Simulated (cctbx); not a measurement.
# Lattice, Laue class and space group of a new crystal

Cell: a = 6.9750 Å, b = 6.9750 Å, c = 5.5530 Å, α = 90.00°, β = 90.00°, γ = 120.00°. Expected content of the cell: V2 Ca6.

Simulated single-crystal data (cctbx): Mo Kα, λ = 0.71073 Å, to d = 0.7 Å, 50 % of the full sphere, strongest reflection 40000 counts, noise from counting, a 2 % proportional error and a noise floor of 4 counts (s.d.); no absorption, some extinction.

Tests on the unmerged data give:

```text
1424 reflections to d = 0.701 A
centring   violations  <I/sigma> of those
    A        469 of   687     13.7
    B        492 of   701     13.8
    C        497 of   720      8.5
    I        478 of   681     13.9
    R        697 of   937     15.2
    F        729 of  1054     12.0
Laue class    unique    Rint  (classes that these axes allow; Friedel mates merged)
P -1             1062   0.013
P 1 1 2/m         709   0.015
P -3              470   0.019
P -3 1 m          271   0.020
P -3 m 1          293   0.020
P 6/m             265   0.020
P 6/m m m         176   0.020
space group    extra absences  I>4sigma  <I/sigma>
P 6 2 2                 0          0         -  acentric
P 63 2 2                5          0      -0.1  acentric
P 6 m m                 0          0         -  acentric
P 63 m c               76          0      -0.0  acentric
P -6 m 2                0          0         -  acentric
P -6 2 m                0          0         -  acentric
P -6 2 c               76          0      -0.0  acentric
P 6/m m m               0          0         -  centric
P 63/m m c             76          0      -0.0  centric
Wilson B = 0.99 A^2   <|E^2-1|> = 1.100 (0.968 centric, 0.736 acentric)   E^2>4: 3.0 %
shell (A)         n   <I/sigma>
 6.04 - 1.40     29     37.3
 1.40 - 1.11     23     44.5
 1.11 - 0.97     24     40.2
 0.97 - 0.88     20     36.3
 0.88 - 0.82     21     43.3
 0.82 - 0.77     20     38.5
 0.77 - 0.73     21     40.1
 0.73 - 0.70     18     38.9
```

**Question.** What are the lattice type, the Laue class and the likely space group?

Every centring test has many violations, so the lattice is primitive.

Rint stays low (0.013 to 0.020) up to P 6/m m m, the highest class in these axes.

9 settings pass the absence test. The most absences obeyed, 76, belong to P 63 m c, P -6 2 c and P 63/m m c, which absences can't tell apart.

⟨|E²−1|⟩ = 1.100 leans to a centrosymmetric structure. The Wilson B of 0.99 Å² means U ≈ 0.0125 Å².

The true group is P6_3/mmc (no. 194), Laue class 6/mmm, centrosymmetric. The tables only narrow the choice to the tied entries; cell content, site symmetry and trial solutions must settle it.

This is a model crystal, built by substitution and not relaxed, with assumed displacement parameters.

[Logs are printed without paths, hosts, clocks, repeated set-up lines and the standing remarks that a program may print on its own settings, such as how far it seeks lower states.]
